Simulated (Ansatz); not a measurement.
# Quasiparticle gap of WS2 (layered bulk) (P6_3/mmc), part 3 of 3

Aim: the quasiparticle gap of WS2 (layered bulk) (P6_3/mmc), starting from PBEsol.

Ansatz 0.2.0; PBEsol, then G0W0 on it, plane waves, PAW. Known limits of the many-body steps: finite bands, screening cutoff and k mesh; no spin-orbit coupling in G0W0.

So far. Step 3 (Bands along the symmetry lines): Over mesh and path the gap is 0.661 eV, from k = Γ to k = (0.167, 0.167, 0.000). The least direct gap found is 1.922 eV, at k = (0.333, 0.333, 0.000). The pressure in this cell is 4 GPa; the cell is kept. Step 4 (G0W0 on the 9×9×2 mesh): Over 14 of 24 irreducible mesh points the G0W0 gap is 1.197 eV, from k = Γ to k = (0.111, 0.222, 0.000). The PBEsol gap of this run on the mesh is 0.787 eV. The relaxed cell has a = 3.115, c = 11.777 Å (conventional setting).

In doubt: masses and optical values from hybrid runs of this build are listed as unsure (in some of the runs), which bears on the screening that GW takes from such a start.

## 5. Spin-orbit coupling

This run has two-component orbitals with spin-orbit coupling.

This step: DFT, PBEsol with spin-orbit coupling, plane waves, PAW; PAW set soft_1.

input.yaml reads:

```yaml
crystal:
  lattice:
    - [3.1149875803, 0.0, 0.0]
    - [-1.5574937902, 2.697658377, 0.0]
    - [0.0, 0.0, 11.7767699793]
  atoms:
    - { symbol: W, position: [0.3333333333, 0.6666666667, 0.25] }
    - { symbol: S, position: [0.6666666667, 0.3333333333, 0.3835053407] }
    - { symbol: S, position: [0.6666666667, 0.3333333333, 0.1164946593] }
    - { symbol: W, position: [0.6666666667, 0.3333333333, 0.75] }
    - { symbol: S, position: [0.3333333333, 0.6666666667, 0.8835053407] }
    - { symbol: S, position: [0.3333333333, 0.6666666667, 0.6164946593] }
kpoints:
  mp_grid: { grid: [12, 12, 2] }
  band_path:
    path:
      - [0.0, 0.0, 0.0]
      - [0.5, 0.0, 0.0]
      - [0.33333333, 0.33333333, 0.0]
      - [0.0, 0.0, 0.5]
      - [0.5, 0.0, 0.5]
      - [0.33333333, 0.33333333, 0.5]
      - [0.1666666667, 0.1666666667, 0.0]
    npoints: 1
hamiltonian:
  xc: pbesol
  pseudopotentials: { kind: paw_fr, azcp: { folder: soft_1 }, xc_functional: pbe }
scf:
  occupations: { method: fermi_dirac, width: 0.02 }
  n_extra_bands: 12
magnetization:
  noncollinear: true
  spin_orbit: true
output:
  eigenvalues: true
  forces: true
  stress: true
  write_density: true
  write_potential: true
  elf: true
  volumetric_format: npy
```

Launch:

```console
ansatz run input.yaml --threads 3 --pin off --max-ram 92160MiB --backend cuda --events-out ev --progress --plain --runs-dir out --devices 1 --max-vram 13GiB
```

Numbers of over 12 decimals in the logs are rounded to 6 here.

Output:

```text
[...]
GPUs: using 1 of 1 available (devices: 1).
[...]
non-collinear run that drives no moment, with spin-orbit: no starting moment large enough to seed its density (crystal.atoms[].spin), no starting occupations that ask for one, no magnetisation constraint and no magnetic field, so the semilocal B_xc is pinned to zero
[...]
GPU FFT provider: cuFFT
GPU libraries: cuBLAS 13.8.2, cuFFT 12.4.0, cuSOLVER 12.3.4
Crystal: 6 atoms, lattice volume = 98.962 Å³
Basis set: ecut = 420 eV, 1923 PW (Γ), exchange–correlation on 48×48×160 points (8 copies of the dense FFT grid, shifted against one another)
Bands: 64, of which v1, the nominal top of the filled ones, is band 52 counted from 1 (51 counted from 0)
Symmetry: 24 space group operations + 24 with time reversal
[...]
k-points: 38 of 288
Projection manifold: j_resolved (fully-relativistic pseudo-atomic orbitals)
[...]
GPU buffer pool allocated for 46080 grid points (all kernels)
[...]
SCF iter   1: F=—  HF=-24109.377756 eV  |F-HF|=—  |Δ(HF+E_count)|=         —  Δρ=4.32e-2  dr2=3.47e0  dr2_m=0.00e0 (ungated)  ethr=3.10e-3  |M|=0.00e0 ∫|m|=0.00e0 μB  |m|>n=0.0e0 m-floor=0.0e0 τ_xc=0.0e0  β_m=0.30  ⟨swp⟩=7.8  Hψ=6716  notcnv=0
[...]
spin=Noncollinear: Resta preconditioning applied to the charge; magnetization (m_x, m_y, m_z) channels mix plain (no charge-response kernel on spin).
[...]
Absolute magnetization: 0.0000 μB (∫|m|)
  site 0: m = (+0.0000, +0.0000, +0.0000) μB, |m| = 0.0000 μB  (R = 0.99 Å)
  site 1: m = (+0.0000, +0.0000, +0.0000) μB, |m| = 0.0000 μB  (R = 0.99 Å)
  site 2: m = (+0.0000, +0.0000, +0.0000) μB, |m| = 0.0000 μB  (R = 0.99 Å)
  site 3: m = (+0.0000, +0.0000, +0.0000) μB, |m| = 0.0000 μB  (R = 0.99 Å)
  site 4: m = (+0.0000, +0.0000, +0.0000) μB, |m| = 0.0000 μB  (R = 0.99 Å)
  site 5: m = (+0.0000, +0.0000, +0.0000) μB, |m| = 0.0000 μB  (R = 0.99 Å)
Free energy (F): -24108.362892 eV
[...]
Internal energy: -24108.362892 eV  (E = F + TS)
E sigma→0 (E₀):  -24108.362892 eV
Fermi energy:    13.294068 eV
[...]
--- Forces (eV/Å), atoms counted from 1 ---
  atom   1  W      0.00000000    -0.00000000    -0.00000000
  atom   2  S     -0.00000000     0.00000000    -0.01527369
  atom   3  S     -0.00000000     0.00000000     0.01527369
  atom   4  W     -0.00000000     0.00000000     0.00000000
  atom   5  S      0.00000000    -0.00000000    -0.01527369
  atom   6  S      0.00000000    -0.00000000     0.01527369
  max |Σ_I F_I| component: 1.97e-17 eV/Å
--- Stress (GPa, compression-positive) ---
        3.996625      -0.000000      -0.000000
       -0.000000       3.996625       0.000000
       -0.000000       0.000000       4.232529
  P = ⅓ Tr σ = 4.0753 GPa (40.753 kbar)
--- Band table (eV; the first three rows and the last of 38) ---
  k-point 0: bands = [... 48 lower, 11.7031, 11.7031, 12.9998, 12.9998, 15.0545, 15.0545, 15.1193, 15.1193, ... 8 higher]
  k-point 1: bands = [... 48 lower, 12.6849, 12.6849, 12.6849, 12.6849, 15.1146, 15.1146, 15.1146, 15.1146, ... 8 higher]
  k-point 2: bands = [... 48 lower, 11.7870, 11.7870, 12.6985, 12.6985, 14.9718, 14.9718, 14.9835, 14.9835, ... 8 higher]
  k-point 37: bands = [... 48 lower, 11.9230, 11.9230, 12.3139, 12.3139, 14.1883, 14.1883, 14.2369, 14.2369, ... 8 higher]
[key lines of the parts left out:]
SCF converged after 9 iterations
Magnetization: |M| = 0.0000 μB,  M = (+0.0000, +0.0000, +0.0000) μB
```

Run time: 15 s. Hardware: 1 × NVIDIA H100 80GB HBM3 (shared by 6 runs) with 3 threads of AMD EPYC 7R13 (Zen 3), shared host; peak memory 1.1 GiB.

Numbers from this step:

```yaml
pressure: 4.075 GPa
gap: 0.6244 eV
valence_top_at: Γ
conduction_bottom_at: k = (0.167, 0.167, 0.000)
least_direct_gap: 1.710 eV
```

Over mesh and listed points the gap is 0.624 eV, from k = Γ to k = (0.167, 0.167, 0.000). The least direct gap found is 1.710 eV, at k = (0.333, 0.333, 0.000). The pressure in this cell is 4 GPa; the cell is kept. PBEsol+SOC against PBEsol: 0.624 − 0.661 = −0.037 eV, with the same mesh, set of files (read in its fully relativistic form for the spin-orbit run) and cutoff, and both edges at the same k points. The spin-orbit run sees mesh and listed points alone, so its gap is an upper bound: the coupling can move an edge off these points, and the change over the zone, its sign included where it is small, is not known.

## 6. Side by side

Each gap is the least one over the points named; times are wall times on shared hosts, not benchmarks. A G0W0 time includes the run's own self-consistent start. Runs with listed points see these and the mesh alone, so an edge that moves elsewhere is missed. Rows marked * are further runs, not shown as steps, whose inputs differ from the G0W0 step on the same start in the columns given; solver thresholds can differ too.

```csv
level,mesh,"files, cutoff","bands summed, screening",points,gap (eV),valence top,conduction bottom,least direct gap (eV),time
PBEsol,12×12×2,"soft_1 PAW, 420 eV",-,mesh and path,0.661,Γ,"(0.167, 0.167, 0.000)",1.922,11 s
PBEsol+SOC,12×12×2,"soft_1 PAW, 420 eV",-,mesh and listed points,0.624,Γ,"(0.167, 0.167, 0.000)",1.710,15 s
G0W0@PBEsol*,9×9×2,"soft_1 PAW, 420 eV","130, 60 eV",14 of 24 irreducible mesh points,1.095,Γ,"(0.111, 0.222, 0.000)",2.401,27 s
G0W0@PBEsol,9×9×2,"soft_1 PAW, 420 eV","438, 150 eV",14 of 24 irreducible mesh points,1.197,Γ,"(0.111, 0.222, 0.000)",2.383,1.9 min
```

## 7. Summary of results

| Item | Value |
| --- | --- |
| PBEsol gap over mesh and path | 0.661 eV, from k = Γ to k = (0.167, 0.167, 0.000) |
| G0W0@PBEsol gap over 14 of 24 irreducible mesh points | 1.197 eV, from k = Γ to k = (0.111, 0.222, 0.000) |
| PBEsol+SOC gap over mesh and listed points | 0.624 eV |
| GW settings | 9×9×2 mesh, 412 empty bands, screening to 150 eV, PAW set soft_1 files |
| known limits | finite bands, screening cutoff and k mesh; no spin-orbit coupling in G0W0 |

**Reading.** Over 14 of 24 irreducible mesh points the G0W0 gap is 1.197 eV, from k = Γ to k = (0.111, 0.222, 0.000). The PBEsol gap of this run on the mesh is 0.787 eV. The two states that bound the G0W0 gap lie that far apart at the start, so the correction of the gap is 1.197 − 0.787 = +0.410 eV. The valence state moves by 12.809 − 12.979 = −0.170 eV and the conduction state by 14.006 − 13.766 = +0.240 eV, on the run's own scale; with 130 bands the edge states move by +0.395 and +0.704 eV, so the split between the edges depends on the bands and cutoff. Over mesh and path, PBEsol puts the conduction bottom at k = (0.167, 0.167, 0.000), where no G0W0 correction was computed. The G0W0 gap over the whole zone is therefore not known from this run; at its settings it can only be equal to or under the 1.197 eV found, and no correction is carried over from another point. For the start itself the gap is 0.661 eV over mesh and path and 0.787 eV on the mesh of the G0W0 run, in runs that differ in mesh (12×12×2 and 9×9×2). From 130 bands and 60 eV to 438 bands and 150 eV the gap moves by 1.197 − 1.095 = +0.102 eV; bands and screening cutoff rise together, so their parts are not told apart. Two runs can't test a law of convergence, so the limit is not known. G0W0 on other starts in this series, not shown as steps and not all at these settings: 1.341 eV on HSE06 (9×9×2, soft_1 PAW, 217 bands, 90 eV). PBEsol+SOC against PBEsol: 0.624 − 0.661 = −0.037 eV, with the same mesh, set of files (read in its fully relativistic form for the spin-orbit run) and cutoff, and both edges at the same k points. The spin-orbit run sees mesh and listed points alone, so its gap is an upper bound: the coupling can move an edge off these points, and the change over the zone, its sign included where it is small, is not known. What spin-orbit coupling does to the G0W0 levels was not computed, so no sum with the G0W0 gap is formed. The G0W0 runs are scalar-relativistic. No pair of G0W0 runs that differ in the mesh alone is shown (9×9×2 is a supercell whose nearest images lie 24 Å apart), so the error from the mesh is not known here. G0W0 is shown with one set of atomic data (soft_1 PAW), so the error from the files is not known here.

[Paths, hosts, dates, memory and timing lines, banners, echoed tables and standing remarks are left out of the program output.]

[Logs are printed without paths, hosts, clocks, repeated set-up lines and the standing remarks that a program may print on its own settings, such as how far it seeks lower states.]

[Runs of the session that timed out or met a known fault of the program may be left out.]

[Cells called generated may have been cut or substituted from an entry of the Crystallography Open Database or the Materials Project.]

[Hosts, paths, dates, database ids (printed as entryN), source tags and the programs' standing remarks are cut or masked in the printed files.]

[Where an RPA ε∞ is given, it is that of the G0W0 mesh and is not shown converged in it. Names of k-points follow the symmetry that the program found, which can be lower than the space group named. Band edges on a path are those of the sampled points; other points can move an edge, and change direct to indirect where valleys lie close.]

[Hybrid gaps are those of their k-mesh and are not shown converged in it.]
